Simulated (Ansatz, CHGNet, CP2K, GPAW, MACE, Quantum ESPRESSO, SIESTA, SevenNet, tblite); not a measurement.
# Running random rock-salt alloy of NbC and TiC (64 atoms) with CP2K, part 2 of 2

How do the settings of CP2K change the result for random rock-salt alloy of NbC and TiC (64 atoms)? A plane-wave run serves as the yardstick.

Program: CP2K 2026.2; the method stands at each step. Banners, paths, timers and routine set-up lines are dropped from the logs unmarked, and long logs keep their key lines alone; longer cuts are marked.

So far. Step 2 (PBE, DZVP-UZH, 800/50 Ry, diagonalisation): Forces lie 5.3 % from the reference's, at 31 times its CPU time (on 4 against 8 cores).

## 3. PBE, SZV-MOLOPT-SR, 800/50 Ry, diagonalisation

Method: Kohn-Sham DFT, PBE, GTH-PBE pseudopotentials, Gaussian and plane waves, SZV-MOLOPT-SR-GTH, diagonalisation.

Contents of input.inp:

```
&GLOBAL
  PROJECT cell
  RUN_TYPE ENERGY_FORCE
  PRINT_LEVEL LOW
&END GLOBAL
&FORCE_EVAL
  METHOD QS
  STRESS_TENSOR ANALYTICAL
  &DFT
    BASIS_SET_FILE_NAME BASIS_MOLOPT
    POTENTIAL_FILE_NAME GTH_POTENTIALS
    &MGRID
      CUTOFF 800
      REL_CUTOFF 50
      NGRIDS 5
    &END MGRID
    &QS
      EPS_DEFAULT 1.0E-12
    &END QS
    &SCF
      SCF_GUESS ATOMIC
      EPS_SCF 1.0E-06
      MAX_SCF 200
      ADDED_MOS 32
      &DIAGONALIZATION
        ALGORITHM STANDARD
      &END DIAGONALIZATION
      &SMEAR ON
        METHOD FERMI_DIRAC
        ELECTRONIC_TEMPERATURE [K] 580
      &END SMEAR
      &MIXING
        METHOD BROYDEN_MIXING
        ALPHA 0.15
        NBROYDEN 8
      &END MIXING
      &PRINT
        &RESTART OFF
        &END RESTART
      &END PRINT
    &END SCF
    &XC
      &XC_FUNCTIONAL PBE
      &END XC_FUNCTIONAL
    &END XC
    &PRINT
      &MULLIKEN ON
      &END MULLIKEN
      &LOWDIN ON
      &END LOWDIN
      &MO ON
        EIGENVALUES T
        OCCUPATION_NUMBERS T
        MO_INDEX_RANGE 247 270
        &EACH
          QS_SCF 0
        &END EACH
        ADD_LAST NUMERIC
      &END MO
    &END PRINT
  &END DFT
  &SUBSYS
    &CELL
      A 8.69160 0.00000 0.00000
      B 0.00000 8.69160 0.00000
      C 0.00000 0.00000 8.69160
    &END CELL
    &COORD
      SCALED
      Ti 0.99750 0.00025 0.99914
      C 0.25358 0.00903 0.99854
      Ti 0.99826 0.25220 0.25068
      C 0.25299 0.25208 0.25314
      Ti 0.25312 0.00750 0.24526
      C 0.00633 0.99965 0.24616
      Ti 0.24424 0.25304 0.99322
      C 0.00100 0.25514 0.99978
      Ti 0.00104 0.99843 0.50223
      C 0.25075 0.00002 0.49536
      Ti 0.99734 0.25380 0.75184
      C 0.25057 0.25407 0.75129
      Ti 0.25175 0.99582 0.75003
      C 0.99516 0.00705 0.74777
      Nb 0.25178 0.25235 0.49307
      C 0.99988 0.23983 0.50004
      Ti 0.99985 0.50382 0.99630
      C 0.25204 0.49850 0.99782
      Nb 0.99412 0.75620 0.24696
      C 0.25230 0.74710 0.25536
[... 40 atom lines left out ...]
      Ti 0.75161 0.49837 0.75824
      C 0.50084 0.50267 0.74737
      Ti 0.74783 0.75955 0.50202
      C 0.50708 0.75095 0.50432
    &END COORD
    &KIND Ti
      BASIS_SET SZV-MOLOPT-SR-GTH-q12
      POTENTIAL GTH-PBE-q12
    &END KIND
    &KIND C
      BASIS_SET SZV-MOLOPT-SR-GTH-q4
      POTENTIAL GTH-PBE-q4
    &END KIND
    &KIND Nb
      BASIS_SET SZV-MOLOPT-SR-GTH-q13
      POTENTIAL GTH-PBE-q13
    &END KIND
  &END SUBSYS
  &PRINT
    &FORCES ON
    &END FORCES
    &STRESS_TENSOR ON
    &END STRESS_TENSOR
  &END PRINT
&END FORCE_EVAL
```

Started as:

```console
OMP_NUM_THREADS=2 cp2k.psmp -i input.inp > output.txt
```

Numbers of over 12 decimals in the logs are rounded to 6 here.

Log:

```text
CP2K| version string:                                       CP2K version 2026.2
 CP2K| Input file name                                                 input.inp
 GLOBAL| Basis set file name                                        BASIS_MOLOPT
 GLOBAL| Potential file name                                      GTH_POTENTIALS
 GLOBAL| Run type                                                   ENERGY_FORCE
 GLOBAL| Total number of message passing processes                             1
 GLOBAL| Number of threads for this process                                    2
[... lines left out ...]
                        Smear method:                                FERMI_DIRAC
[... lines left out ...]
 Number of electrons:                                                        516
[... lines left out ...]
  Step     Update method      Time    Convergence         Total energy    Change
[... lines left out ...]
  *** SCF run converged in    18 steps ***
[... lines left out ...]
  Fermi energy:                                                 0.518127
  Total energy:                                             -2038.208357
  Total energy (extrapolated to T->0):                      -2038.201529
[... lines left out ...]
 MO| E(Fermi):            0.518127 a.u.         14.098960 eV
[... lines left out ...]
      63     Ti       1         11.724673                              0.275327
      64     C        2          4.285281                             -0.285281
 # Total charge                            516.000000                  0.000000
 ENERGY| Total FORCE_EVAL ( QS ) energy [hartree]          -2038.208353
 FORCES| Atomic forces [hartree/bohr]
 FORCES|   Atom     x               y               z               |f|
 FORCES|      1  1.62830079E-02  2.94303495E-03  9.40421440E-04   1.65735389E-02
 FORCES|      2 -3.20449844E-03 -1.62127941E-02 -3.59128736E-03   1.69121509E-02
 FORCES|      3 -6.68208537E-03 -9.92983766E-03 -5.30349058E-03   1.30911785E-02
[...]
FORCES|     63  7.49578002E-03 -1.51947390E-02 -3.62091963E-03   1.73256420E-02
 FORCES|     64 -1.81482583E-02 -1.49566736E-03 -8.06784899E-03   1.99169899E-02
 FORCES| Sum     6.63626763E-05  3.97611305E-05  2.43338027E-05
 FORCES| Total atomic force                                       8.10992370E-05
 STRESS| Analytical stress tensor [bar]
 STRESS|                        x                   y                   z
 STRESS|      x       -1.56009112541E+05  -1.48398067369E+03   5.90156846133E+02
 STRESS|      y       -1.48398067369E+03  -1.61212002163E+05  -3.45837832261E+03
 STRESS|      z        5.90156846133E+02  -3.45837832261E+03  -1.60102693502E+05
 STRESS| 1/3 Trace                                            -1.59107936069E+05
```

Run time: 2.3 min. Hardware: 2 threads of Arm Neoverse V2, shared host; peak memory 2.4 GiB; 4.3 min of CPU time.

Compared with the plane-wave run:

```
r.m.s. force component                  : 0.5393 eV/Å
r.m.s. difference of force components   : 210.7 meV/Å
longest difference of force vectors     : 758 meV/Å
force difference over r.m.s. force      : 41.65 %
slope of forces against the reference's : 0.9815
correlation of force components         : 0.9207
pressure                                : -15.91 GPa
pressure difference                     : -17.27 GPa
```

This is a coarse setting, run to see what it loses.

Against the first run (5.3 %), the force difference from the reference is 42 %, at 0.32 times the CPU time (on 2 against 4 cores), with 448 basis functions against 1248; this set comes with other potentials too, so the change isn't the basis's alone.

## 4. Side by side

Differences are against the plane-wave reference, forces as r.m.s. over components; share is that over the reference's r.m.s. force, slope the least-squares factor from reference forces to these. Total energies of different programs have different zeros and aren't compared.

```
                                                         run  Δ force, r.m.s. (meV/Å)  share (%)  slope  Δ pressure (GPa)  cores  CPU time  memory (GiB)
                                                   reference                        -          -      -                 -      8      27 s           1.0
              CP2K PBE, DZVP-UZH, 800/50 Ry, diagonalisation                     27.0       5.34  1.031             0.905      4    14 min           5.0
CP2K PBE, SZV-MOLOPT-SR, 800/50 Ry, diagonalisation (coarse)                      211       41.7  0.982             -17.3      2   4.3 min           2.4
```

Rows marked coarse were listed beforehand as settings not expected to be converged; some can still land near the reference.

CPU time is summed over cores on a shared host, where runs went side by side, so it is rough. Symmetry, cutoffs, thresholds, outputs and thread counts weren't matched or tuned between programs; memory under MPI is the largest rank's times the ranks.

Further runs of this program without a result: CP2K GFN1-xTB, diagonalisation (not converged).

## 5. Summary of results

```yaml
nearest_in_forces: CP2K PBE, DZVP-UZH, 800/50 Ry, diagonalisation, 5.3 %
its_cpu_time: 14 min
```

The PBE run in local orbitals, coarse settings apart, differs by 5.3 % (CP2K PBE, DZVP-UZH, 800/50 Ry, diagonalisation); basis, grid and potentials can all enter. Runs with settings chosen to be coarse differ by 42 % (CP2K PBE, SZV-MOLOPT-SR, 800/50 Ry, diagonalisation), their programs' other errors included. None of the electronic-structure runs in the table takes under half the reference's CPU time of 27 s; they take 9.8 to 31 times as much. In pressure, CP2K PBE, SZV-MOLOPT-SR, 800/50 Ry, diagonalisation misses by -17.3 GPa, at the same functional. The host structure and its lattice constant were typed by rule, without a check against the phase diagram. The electronic-structure runs sample only Γ, in a cell whose shortest periodic width is 9 Å, which is coarse for a cell with partly filled levels.

[Also dropped from logs without a mark: logging warnings of Python, and SIESTA's first energy breakdown and zero terms.]

[Logs are printed without paths, hosts, clocks, repeated set-up lines and the standing remarks that a program may print on its own settings, such as how far it seeks lower states.]

[Hosts, paths, dates, database ids (printed as entryN), source tags and the programs' standing remarks are cut or masked in the printed files.]
